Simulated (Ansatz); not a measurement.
# HfC (Fm-3m): modes against biaxial strain in the (111) plane, part 2 of 3

Aim: how do the optical modes of HfC (Fm-3m) shift and split under this strain?

Ansatz 0.2.0; DFT LDA, scalar-relativistic, plane waves, PAW; PAW set soft_1.

So far. Step 4 (Tight relaxation): The forces vanish by symmetry and the pressure is 0.008 GPa, within the tolerances set. The cell now holds 11.95 Å³/atom.

The database entry behind the starting cell differs from later determinations by our own check (about 0.2 % long), so it need not match the best structure at ambient conditions.

### Step 5. Modes at rest

Phonons follow from the second derivative of the energy, found here by linear response.

The modes at rest are the reference of the series.

input.yaml

```yaml
crystal:
  lattice:
    - [0.0, 2.2863725987, 2.2863725987]
    - [2.2863725987, 0.0, 2.2863725987]
    - [2.2863725987, 2.2863725987, 0.0]
  atoms:
    - { symbol: C, position: [0.0, 0.0, 0.0] }
    - { symbol: Hf, position: [0.5, 0.5, 0.5] }
kpoints:
  mp_grid: { grid: [16, 16, 16] }
hamiltonian:
  xc: lda
  pseudopotentials: { kind: paw, azcp: { folder: soft_1 }, xc_functional: pbe }
scf:
  occupations: { method: methfessel_paxton, width: 0.2 }
output:
  eigenvalues: true
phonons:
  method: dfpt
```

Run with:

```
$ ansatz run input.yaml --threads 4 --pin off --max-ram 10240MiB --backend cpu --events-out ev --progress --plain --runs-dir out
```

Numbers of over 12 decimals in the logs are rounded to 6 here.

The log of the run:

```text
[...]
Crystal: 2 atoms, lattice volume = 23.904 Å³
Basis set: ecut = 420 eV, 459 PW (Γ), exchange–correlation on 48×48×48 points (8 copies of the dense FFT grid, shifted against one another)
Bands: 19, of which v1, the nominal top of the filled ones, is band 15 counted from 1 (14 counted from 0)
Symmetry: 48 space group operations
k-points: 349 of 4096 (irreducible under 8 space group operations, time reversal used)
[...]
SCF iter   1: F=—  HF=-15723.154503 eV  |F-HF|=—  |Δ(HF+E_count)|=         —  Δρ=9.17e-2  dr2=2.70e0  ethr=3.10e-3  ⟨swp⟩=4.8  Hψ=28927  notcnv=0
[...]
SCF iter  10: F=-15722.511975 eV  HF=-15722.511975 eV  |F-HF|=1.46e-11  |Δ(HF+E_count)|=  5.95e-10  S|Δr|=    0.00e0  Δρ=2.56e-7  dr2=9.80e-12  ethr=1.00e-12  ⟨swp⟩=4.2  Hψ=65694  notcnv=0
SCF 1 converged in 10 iterations: F = -15722.511975 eV  dr2 = 9.80e-12
[...]
DFPT response loops at Γ: preconditioner auto → Kerker (q_TF=auto, 2.834 Å⁻¹) (partly filled bands, converged f_vac=0.000); β = 1.00, the filter's whole step (`scf.mixing.beta` (0.50) is not read by the response loops under this deck's `scf.mixing.preconditioner`; to damp them name `kerker` or `kerker_dos`, under which they read `scf.mixing.beta`, and type it under 1.00, their step now; both keys bind the ground state too); Broyden in place of MSR1
SCF converged after 10 iterations
[...]
Free energy (F): -15722.511975 eV
[...]
Internal energy: -15722.511147 eV  (E = F + TS)
E sigma→0 (E₀):  -15722.511768 eV
Entropy (-TS):   -0.000828 eV (-0.414 meV/atom)
Fermi energy:    19.265169 eV
[...]
--- Band table (eV; the first three rows and the last of 349) ---
  k-point 0: bands = [... 11 lower, 8.4567, 20.3776, 20.3776, 20.3776, 20.5495, 20.5495, 20.5495, 22.7092]
  k-point 1: bands = [... 11 lower, 8.4568, 19.5299, 19.7878, 19.7878, 20.8082, 20.8082, 21.1602, 23.2520]
  k-point 2: bands = [... 11 lower, 8.4571, 18.4539, 18.9323, 18.9323, 21.1558, 21.1558, 21.6252, 24.3881]
  k-point 348: bands = [... 11 lower, 9.7226, 16.1580, 16.5252, 16.5252, 23.0218, 23.0218, 26.2689, 26.6936]
--- Phonons (Γ-DFPT): 2 representative perturbations + reference, on 349 of 4096 k-points (Σ response iterations 7) ---
  k mesh reduced under 8 symmetry operations, with k and −k counted as one. Each operation leaves every solved perturbation unchanged. A smaller set is not used because it would not reduce the number of displacements times k-points to solve
  ASR residual: 1.533e-4 → 0.000e0 eV/Å²; symmetrization residual: 1.000e-6 eV/Å²
  ASR residual per site (eV/Å²): 1.03e-4 1.53e-4
  Γ frequencies (cm⁻¹): 0.00 0.00 0.00 462.27 462.27 462.27
  non-analytic LO–TO correction: not included (Born effective charges unavailable; polar crystals: no LO–TO splitting at Γ)
```

Run time: 16 s. Hardware: 4 threads of Arm Neoverse V1, shared host; peak memory 0.83 GiB; 57 s of CPU time.

This step gave:

```
sum-rule residual before enforcement                    : 1.53e-4 eV/Å²
point group                                             : m-3m
highest optical mode at the zone centre (no LO-TO term) : 462.3 cm⁻¹
lowest optical zone-centre mode                         : 462.3 cm⁻¹
```

Patterns of degenerate modes are one choice out of their space. The modes at Γ (shares of kinetic energy by element, %):

```
mode  frequency (cm⁻¹)  symmetry  C %  Hf %
   1               0.0  acoustic    6    94
   2               0.0  acoustic    6    94
   3               0.0  acoustic    6    94
   4             462.3       T1u   94     6
   5             462.3       T1u   94     6
   6             462.3       T1u   94     6
```

Displacements in mode 5 (462.3 cm⁻¹), the largest set to 1:
```
C1   0.00 -0.06  1.00
Hf2  0.00  0.00 -0.07
```

Before it was imposed, the acoustic sum rule was missed by 1.5e-4 eV/Å². Small misses are needed for a sound result but don't prove that mesh and cutoff are converged. The lowest optical mode is real, 462 cm⁻¹.

### Step 6. A member of the series: biaxial strain of +4 % in the (111) plane

The cell takes a biaxial strain of +4 % in the (111) plane. The strained lengths are held, while the rest of the cell and the atoms relax.

input.yaml, the sections that differ from step 5:

```yaml
crystal:
  lattice:
    - [-0.0873032253, 2.2905242774, 2.2905242774]
    - [2.2905242774, -0.0873032253, 2.2905242774]
    - [2.2905242774, 2.2905242774, -0.0873032253]
  atoms:
    - { symbol: C, position: [0.0, 0.0, 0.0] }
    - { symbol: Hf, position: [0.5, 0.5, 0.5] }
  conventional_axes: [[-1, 1, 0], [0, -1, 1], [1, 1, 1]]
output:
  forces: true
  stress: true
  eigenvalues: true
relax:
  adjacent_minimum: "off"
  f_tol: 0.001
  max_steps: 60
  cell: { stress_tol: 0.01, fix: [a, b, gamma] }
# kpoints, hamiltonian, scf: as in step 5
# phonons: removed
```

The log of the run:

```text
[...]
Crystal: 2 atoms, lattice volume = 25.408 Å³
Basis set: ecut = 420 eV, 513 PW (Γ)
Bands: 19, of which v1, the nominal top of the filled ones, is band 15 counted from 1 (14 counted from 0)
Symmetry: 12 space group operations
[...]
k-points: 417 of 4096
[...]
k-point 416: bands = [... 11 lower, 10.1068, 12.0862, 14.7722, 14.7722, 23.6110, 23.6110, 23.9424, 24.4411]
--- Relaxed structure (5 steps of the walk, 4 accepted, 2 SCFs on fresh bases) ---
[...]
cell:  # Å, volume = 25.2648 Å³
    - [-0.095741, 2.282086, 2.282086]
    - [2.282086, -0.095741, 2.282086]
    - [2.282086, 2.282086, -0.095741]
  atoms:
    - { symbol: C, position: [0, 0, 0] }
    - { symbol: Hf, position: [0.500000, 0.500000, 0.500000] }
[key lines of the parts left out:]
SCF converged after 5 iterations
Free energy (F): -15722.389671 eV
Fermi energy:    18.174613 eV
P = ⅓ Tr σ = -12.9730 GPa (-129.730 kbar)
```

Wall time 22 s (4 threads); peak memory 0.55 GiB; 85 s of CPU time.

Step by step:

```
step  energy less that of the first step (eV)  largest force component (eV/Å)  pressure (GPa)  volume (Å³)
   1                                   0.0000                          0.0000          -14.13        25.41
   2                                   0.0006                          0.0000          -11.32        25.07
   3                                  -0.0012                          0.0000          -12.98        25.27
   4                                  -0.0012                          0.0000          -12.97        25.27
  5*                                  -0.0011                          0.0000          -12.98        25.27
   6                                  -0.0011                          0.0000          -12.97        25.26
  7*                                  -0.0011                          0.0000          -12.97        25.26
```

Relaxation steps marked * repeat the geometry before them on a plane-wave basis chosen anew for their cell, so energy and pressure can jump there. Relaxation step 2 was tried and not accepted.

Forces are held to the 12 operations that the run works with; a distortion that breaks them can't arise in this run.

```
conventional cell, symmetrised  before  after  change
                         a (Å)   3.363  3.363  +0.0 %
                         b (Å)   3.363  3.363  +0.0 %
                         c (Å)   7.783  7.740  -0.6 %
              volume (Å³/atom)   12.70  12.63  -0.6 %
```

The relaxed structure:

```xyz
2
Lattice="-0.0957 2.2821 2.2821 2.2821 -0.0957 2.2821 2.2821 2.2821 -0.0957" Properties=species:S:1:pos:R:3 pbc="T T T"
C     0.0000    0.0000    0.0000
Hf    2.2342    2.2342    2.2342
```

This step gave:

* pressure: -12.97 GPa
* volume per atom: 12.63 Å³

The forces vanish by symmetry.

### Step 7. Modes of this member: biaxial strain of +4 % in the (111) plane

The zone-centre modes follow for biaxial strain of +4 % in the (111) plane.

input.yaml, the sections that differ from step 6:

```yaml
crystal:
  lattice:
    - [-0.0957413508, 2.2820861519, 2.2820861519]
    - [2.2820861519, -0.0957413508, 2.2820861519]
    - [2.2820861519, 2.2820861519, -0.0957413508]
  atoms:
    - { symbol: C, position: [0.0, 0.0, 0.0] }
    - { symbol: Hf, position: [0.5, 0.5, 0.5] }
output:
  eigenvalues: true
phonons:
  method: dfpt
# kpoints, hamiltonian, scf: as in step 6
# relax: removed
```

The log of the run:

```text
[...]
Crystal: 2 atoms, lattice volume = 25.265 Å³
Basis set: ecut = 420 eV, 513 PW (Γ), exchange–correlation on 48×48×48 points (8 copies of the dense FFT grid, shifted against one another)
Bands: 19, of which v1, the nominal top of the filled ones, is band 15 counted from 1 (14 counted from 0)
Symmetry: 12 space group operations
k-points: 1098 of 4096 (irreducible under 2 space group operations, time reversal used)
[...]
SCF iter   1: F=—  HF=-15722.985012 eV  |F-HF|=—  |Δ(HF+E_count)|=         —  Δρ=8.56e-2  dr2=2.58e0  ethr=3.10e-3  ⟨swp⟩=4.7  Hψ=87162  notcnv=0
[...]
SCF iter  11: F=-15722.389671 eV  HF=-15722.389671 eV  |F-HF|=7.28e-12  |Δ(HF+E_count)|=  2.00e-11  S|Δr|=    0.00e0  Δρ=5.36e-8  dr2=5.42e-13  ethr=1.00e-12  ⟨swp⟩=6.9  Hψ=115503  notcnv=0
SCF 1 converged in 11 iterations: F = -15722.389671 eV  dr2 = 5.42e-13
[...]
SCF converged after 11 iterations
[...]
Free energy (F): -15722.389671 eV
[...]
Internal energy: -15722.390684 eV  (E = F + TS)
E sigma→0 (E₀):  -15722.389924 eV
Entropy (-TS):   0.001013 eV (0.507 meV/atom)
Fermi energy:    18.174613 eV
[...]
--- Band table (eV; the first three rows and the last of 1098) ---
  k-point 0: bands = [... 11 lower, 7.0656, 19.0749, 19.0749, 19.0766, 19.0766, 19.4459, 19.9533, 21.4615]
  k-point 1: bands = [... 11 lower, 7.0653, 18.2246, 18.4482, 18.9070, 19.4241, 19.7220, 20.1826, 21.9314]
  k-point 2: bands = [... 11 lower, 7.0655, 17.1992, 17.6558, 18.1417, 19.7475, 20.1373, 20.5545, 22.9628]
  k-point 1097: bands = [... 11 lower, 10.1068, 12.0862, 14.7722, 14.7722, 23.6110, 23.6110, 23.9424, 24.4411]
[...]
ASR residual: 9.413e-6 → 0.000e0 eV/Å²; symmetrization residual: 4.993e-7 eV/Å²
  ASR residual per site (eV/Å²): 9.41e-6 4.32e-6
  Γ frequencies (cm⁻¹): 0.00 0.00 0.00 373.52 421.11 421.11
[...]
```

Run time: 46 s. Hardware: 4 threads; peak memory 1.8 GiB.

Numbers from this step:

```
sum-rule residual before enforcement                    : 9.41e-6 eV/Å²
point group                                             : -3m
highest optical mode at the zone centre (no LO-TO term) : 421.1 cm⁻¹
lowest optical zone-centre mode                         : 373.5 cm⁻¹
```

Patterns of degenerate modes are one choice out of their space. Modes at Γ, with each element's share of the kinetic energy:

```
mode  frequency (cm⁻¹)  symmetry  C %  Hf %
   1               0.0  acoustic    6    94
   2               0.0  acoustic    6    94
   3               0.0  acoustic    6    94
   4             373.5       A2u   94     6
   5             421.1        Eu   94     6
   6             421.1        Eu   94     6
```

Displacements in mode 4 (373.5 cm⁻¹), the largest set to 1:
```
C1   1.00  1.00  1.00
Hf2 -0.07 -0.07 -0.07
```

Displacements in mode 5 (421.1 cm⁻¹), the largest set to 1:
```
C1   1.00 -0.50 -0.50
Hf2 -0.07  0.03  0.03
```

The lowest optical mode is real, 374 cm⁻¹, and the highest lies at 421.1 cm⁻¹.

For the highest optical mode at the zone centre (no LO-TO term), step 5 gave 462 cm⁻¹; this run, with strain 4 %, gives 421 cm⁻¹ (-9 %).

### Step 8. Relaxation of a member: biaxial strain of -4 % in the (111) plane

The cell takes a biaxial strain of -4 % in the (111) plane. The strained lengths are held, while the rest of the cell and the atoms relax.

input.yaml, the sections that differ from step 7:

```yaml
crystal:
  lattice:
    - [0.08755101, 2.2824687047, 2.2824687047]
    - [2.2824687047, 0.08755101, 2.2824687047]
    - [2.2824687047, 2.2824687047, 0.08755101]
  atoms:
    - { symbol: C, position: [0.0, 0.0, 0.0] }
    - { symbol: Hf, position: [0.5, 0.5, 0.5] }
  conventional_axes: [[-1, 1, 0], [0, -1, 1], [1, 1, 1]]
output:
  forces: true
  stress: true
  eigenvalues: true
relax:
  adjacent_minimum: "off"
  f_tol: 0.001
  max_steps: 60
  cell: { stress_tol: 0.01, fix: [a, b, gamma] }
# kpoints, hamiltonian, scf: as in step 7
# phonons: removed
```

The log of the run:

```text
[...]
Crystal: 2 atoms, lattice volume = 22.414 Å³
Basis set: ecut = 420 eV, 441 PW (Γ)
Bands: 19, of which v1, the nominal top of the filled ones, is band 15 counted from 1 (14 counted from 0)
Symmetry: 12 space group operations
[...]
k-points: 417 of 4096
[...]
k-point 416: bands = [... 11 lower, 12.2680, 13.7848, 17.5426, 17.5426, 25.9859, 25.9859, 26.5260, 28.1348]
--- Relaxed structure (5 steps of the walk, 5 accepted, 2 SCFs on fresh bases) ---
[...]
cell:  # Å, volume = 22.5438 Å³
    - [0.096525, 2.291443, 2.291443]
    - [2.291443, 0.096525, 2.291443]
    - [2.291443, 2.291443, 0.096525]
  atoms:
    - { symbol: C, position: [0, 0, 0] }
    - { symbol: Hf, position: [0.500000, 0.500000, 0.500000] }
[key lines of the parts left out:]
SCF converged after 5 iterations
Free energy (F): -15722.367212 eV
Fermi energy:    20.611919 eV
P = ⅓ Tr σ = 17.1690 GPa (171.690 kbar)
```

Wall time 21 s (4 threads); peak memory 0.54 GiB.

Step by step:

```
step  energy less that of the first step (eV)  largest force component (eV/Å)  pressure (GPa)  volume (Å³)
   1                                   0.0000                          0.0000           19.08        22.41
   2                                   0.0002                          0.0000           15.43        22.66
   3                                  -0.0012                          0.0000           17.15        22.54
   4                                  -0.0012                          0.0000           17.17        22.54
  5*                                  -0.0014                          0.0000           17.18        22.54
   6                                  -0.0014                          0.0000           17.17        22.54
  7*                                  -0.0014                          0.0000           17.17        22.54
```

Relaxation steps marked * repeat the geometry before them on a plane-wave basis chosen anew for their cell, so energy and pressure can jump there.

Forces are held to the 12 operations that the run works with; a distortion that breaks them can't arise in this run.

```
conventional cell, symmetrised  before  after  change
                         a (Å)   3.104  3.104  -0.0 %
                         b (Å)   3.104  3.104  -0.0 %
                         c (Å)   8.058  8.105  +0.6 %
              volume (Å³/atom)   11.21  11.27  +0.6 %
```

The relaxed structure:

```xyz
2
Lattice="0.0965 2.2914 2.2914 2.2914 0.0965 2.2914 2.2914 2.2914 0.0965" Properties=species:S:1:pos:R:3 pbc="T T T"
C     0.0000    0.0000    0.0000
Hf    2.3397    2.3397    2.3397
```

This step gave:

```
pressure        : 17.17 GPa
volume per atom : 11.27 Å³
```

The forces vanish by symmetry.

[end of part 2 of 3]

[Logs are printed without paths, hosts, clocks, repeated set-up lines and the standing remarks that a program may print on its own settings, such as how far it seeks lower states.]

[Hosts, paths, dates, database ids (printed as entryN), source tags and the programs' standing remarks are cut or masked in the printed files.]
